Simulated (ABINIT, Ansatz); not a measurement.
# Calculated records

## Li2SnF6 (P-31m): G0W0 with ABINIT, start to end

The structure is trigonal, space group P-31m (No. 162). Conventional cell: a = 4.910 Å, b = 4.910 Å, c = 4.538 Å, α = 90.00°, β = 90.00°, γ = 120.00°. Li has 6 F at 1.99 Å nearest. Nearest to Sn lie 6 F at 1.99 Å. F has 2 Li at 1.99 Å and 1 Sn at 1.99 Å nearest. Farther neighbours, and contacts between anions beyond the nearest, are not listed.

| Quantity | Value |
| --- | --- |
| method | RPA screening on PBEsol, plane waves, norm-conserving pseudopotentials (and 2 further levels or steps) |
| program | ABINIT 10.8.3 |
| settings | cutoff 36 Ha, PseudoDojo scalar-relativistic 0.4.1 standard, norm-conserving, ngkpt (3, 3, 2), nband 184, ecuteps 6.5 Ha, inclvkb 2, shiftk (0, 0, 0), symchi 1, awtr 1, frequency ppm, 3×3×2 k-mesh |
| cost | 5 runs, 12 min in all on 4 MPI ranks of Arm Neoverse N1, shared host |
| notes | The program’s warnings: nkpt*nsppol () is not a multiple of nproc spkpt (). The cell and positions are those that the Materials Project relaxed with its own functionals (PBE, PBE+U or r2SCAN), kept fixed. Limits: no spin-orbit coupling. Local fields lower the RPA ε∞ on this mesh from 2.43 to 2.24; a Γ-centred mesh this coarse tends to raise both, most where the direct gap is narrow, while a short band sum lowers them. The 3×3×2 mesh is coarse for this cell, which bears on the long-range parts of exchange and screening. The norm-conserving file of at least one element keeps a d shell over frozen s and p shells of the same row. Exchange with those shells is missing from the self-energy, an error of 0.3 to 0.9 eV in cases checked, whose sign depends on which edge lies on those atoms. |
| PBEsol gap | 5.20 eV, indirect (only 44 meV under the direct gap) |
| G0W0 gap on the mesh | 9.07 eV |
| G0W0 gap over the zone (rigid shift) | 9.05 eV |
| GW settings | 3×3×2 mesh, 184 bands, screening to 176.9 eV, Godby-Needs plasmon pole |
| known limits | short of the basis limit; exchange with frozen shells missing; no spin-orbit coupling; coarse k mesh |

G0W0 moves the gap on the mesh from 5.23 eV to 9.07 eV (+3.84 eV), with Z of 0.81 and 0.87 at the edges. The mesh misses the band edges by 0.02 eV in all; a rigid shift gives 9.05 eV for the zone.

[Paths, hosts, dates, memory and timing lines, banners, echoed tables and standing remarks are left out of the program output; an Ansatz launch command may be rebuilt from the run's recorded settings. Measured values are a selection of at most five: reports struck by readers or far from the other reports are left out. None is set beside runs whose start may be inverted or whose files or cutoffs have a known fault.]

[Runs of the session that timed out or met a known fault of the program may be left out.]

[Hosts, paths, dates, database ids (printed as entryN), source tags and the programs' standing remarks are cut or masked in the printed files.]

[G0W0 gaps are taken among the corrected bands and points alone; a level outside them can change the order at an edge.]

[Where Ansatz stands beside ABINIT at settings called matched, ABINIT's density can come from a denser mesh and the files from another edition; pairs whose starting gaps differed by over 0.03 eV were left out, so agreement reads better than it is.]
